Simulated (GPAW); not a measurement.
Consider MgCu2S2 (R3m).

```xyz
5
Lattice="1.9403 1.1202 6.7863 -1.9403 1.1202 6.7863 0.0000 -2.2405 6.7863" Properties=species:S:1:pos:R:3 pbc="T T T"
Cu    0.0000    0.0000    3.1902
Cu    0.0000    0.0000   12.3696
S     0.0000    0.0000   10.0893
S     0.0000    0.0000   20.0893
Mg    0.0000    0.0000    7.6877
```

Absorber: atom 2, with 1 S at 2.28 Å and 3 S at 2.43 Å (distorted tetrahedral, site symmetry 3m). Method: GPAW, RPBE, excited-electron core hole (neutral cell), 15-atom cell with 6.7 Å between holes, 3×3×3 k points, dipole transitions, Gaussian full width 1.55 eV up to 4 eV, rising linearly to 3.5 eV at 25 eV.

**Question.** Where do the maxima of the Cu K edge fall?

Main maxima up to 29 eV above the zero (height): 3.8 eV (1.27), 13.6 eV (1.22) and 26.6 eV (0.98). A K edge sees empty p states on the absorber. The total-energy difference is 9012.18 eV. One term is added: -29.93 eV, since the hole is spin-paired here and a spin-polarised one costs that much less in the free atom (computed apart). The photon energy is then 8982.25 eV. The tabulated edge of the element is 8979 eV. The functional leaves an error of a few eV in such absolute values.

The Cu K spectrum (energy from the lowest empty level; intensity scaled to a mean of 1 over the first 20 eV; polarised curves are means over the symmetry-equivalent atoms):

| E (eV) | isotropic | ε ⊥ c | ε ∥ c |
| --- | --- | --- | --- |
| -2.0 | 0.00 | 0.00 | 0.00 |
| -1.4 | 0.01 | 0.01 | 0.01 |
| -0.8 | 0.07 | 0.07 | 0.06 |
| -0.2 | 0.23 | 0.25 | 0.20 |
| 0.4 | 0.43 | 0.46 | 0.37 |
| 1.0 | 0.56 | 0.58 | 0.50 |
| 1.6 | 0.69 | 0.73 | 0.62 |
| 2.2 | 0.88 | 0.95 | 0.75 |
| 2.8 | 1.09 | 1.16 | 0.94 |
| 3.4 | 1.23 | 1.29 | 1.11 |
| 4.0 | 1.27 | 1.33 | 1.14 |
| 4.6 | 1.17 | 1.20 | 1.12 |
| 5.2 | 1.07 | 1.06 | 1.08 |
| 5.8 | 0.99 | 0.98 | 1.01 |
| 6.4 | 0.91 | 0.90 | 0.92 |
| 7.0 | 0.86 | 0.87 | 0.86 |
| 7.6 | 0.89 | 0.90 | 0.87 |
| 8.2 | 0.93 | 0.93 | 0.92 |
| 8.8 | 0.95 | 0.94 | 0.97 |
| 9.4 | 0.96 | 0.97 | 0.96 |
| 10.0 | 0.96 | 0.99 | 0.89 |
| 10.6 | 0.96 | 1.04 | 0.82 |
| 11.2 | 1.02 | 1.12 | 0.81 |
| 11.8 | 1.10 | 1.20 | 0.90 |
| 12.4 | 1.17 | 1.22 | 1.05 |
| 13.0 | 1.21 | 1.21 | 1.19 |
| 13.6 | 1.22 | 1.20 | 1.27 |
| 14.2 | 1.21 | 1.19 | 1.27 |
| 14.8 | 1.18 | 1.15 | 1.24 |
| 15.4 | 1.14 | 1.10 | 1.23 |
| 16.0 | 1.11 | 1.06 | 1.22 |
| 16.6 | 1.08 | 1.02 | 1.21 |
| 17.2 | 1.04 | 0.98 | 1.16 |
| 17.8 | 0.99 | 0.93 | 1.09 |
| 18.4 | 0.94 | 0.90 | 1.01 |
| 19.0 | 0.90 | 0.88 | 0.95 |
| 19.6 | 0.89 | 0.87 | 0.93 |
| 20.2 | 0.89 | 0.87 | 0.92 |
| 20.8 | 0.90 | 0.88 | 0.93 |
| 21.4 | 0.91 | 0.89 | 0.95 |
| 22.0 | 0.91 | 0.90 | 0.95 |
| 22.6 | 0.91 | 0.89 | 0.94 |
| 23.2 | 0.90 | 0.90 | 0.91 |
| 23.8 | 0.90 | 0.91 | 0.88 |
| 24.4 | 0.91 | 0.95 | 0.84 |
| 25.0 | 0.94 | 1.00 | 0.81 |
| 25.6 | 0.96 | 1.05 | 0.79 |
| 26.2 | 0.98 | 1.08 | 0.79 |
| 26.8 | 0.98 | 1.07 | 0.80 |
| 27.4 | 0.97 | 1.04 | 0.84 |
| 28.0 | 0.96 | 0.99 | 0.92 |
| 28.6 | 0.97 | 0.94 | 1.02 |
| 29.2 | 0.98 | 0.90 | 1.13 |
| 29.8 | 0.99 | 0.89 | 1.21 |

The script folds with a Gaussian, whereas the core hole's own line is a Lorentzian, so the onset is too steep and the first peak too high. The unit cell's mesh shows no gap over 0.35 eV. That is right for a metallic compound; for a small-gap or correlated insulator it would be the fault of the functional or of the assumed magnetic order, and the hole would be screened too well. The crystal has 2 inequivalent Cu sites and not all are shown here, while a measurement adds them all. The mesh is coarse (0.37 Å⁻¹ between points), so small maxima may be mesh ripples. Lifetime broadening is put in by hand, and intensities beyond about 20 eV depend on it and on the partial waves. The structure is a computed Materials Project entry and may be a hypothetical form.

[Banner, clock and machine lines of the logs are left out without a mark of their own.]

[Logs are printed without paths, hosts, clocks, repeated set-up lines and the standing remarks that a program may print on its own settings, such as how far it seeks lower states.]

[Hosts, paths, dates, database ids (printed as entryN), source tags and the programs' standing remarks are cut or masked in the printed files.]

[Lists of maxima count a maximum above −3 eV only where it reaches 4 % of the highest in the window and stands out from its surroundings by 2 % of it (1.5 % where it reaches 55 %); shoulders and weaker maxima are passed over, and of the rest the first, up to two pre-edge ones and the few strongest are named.]
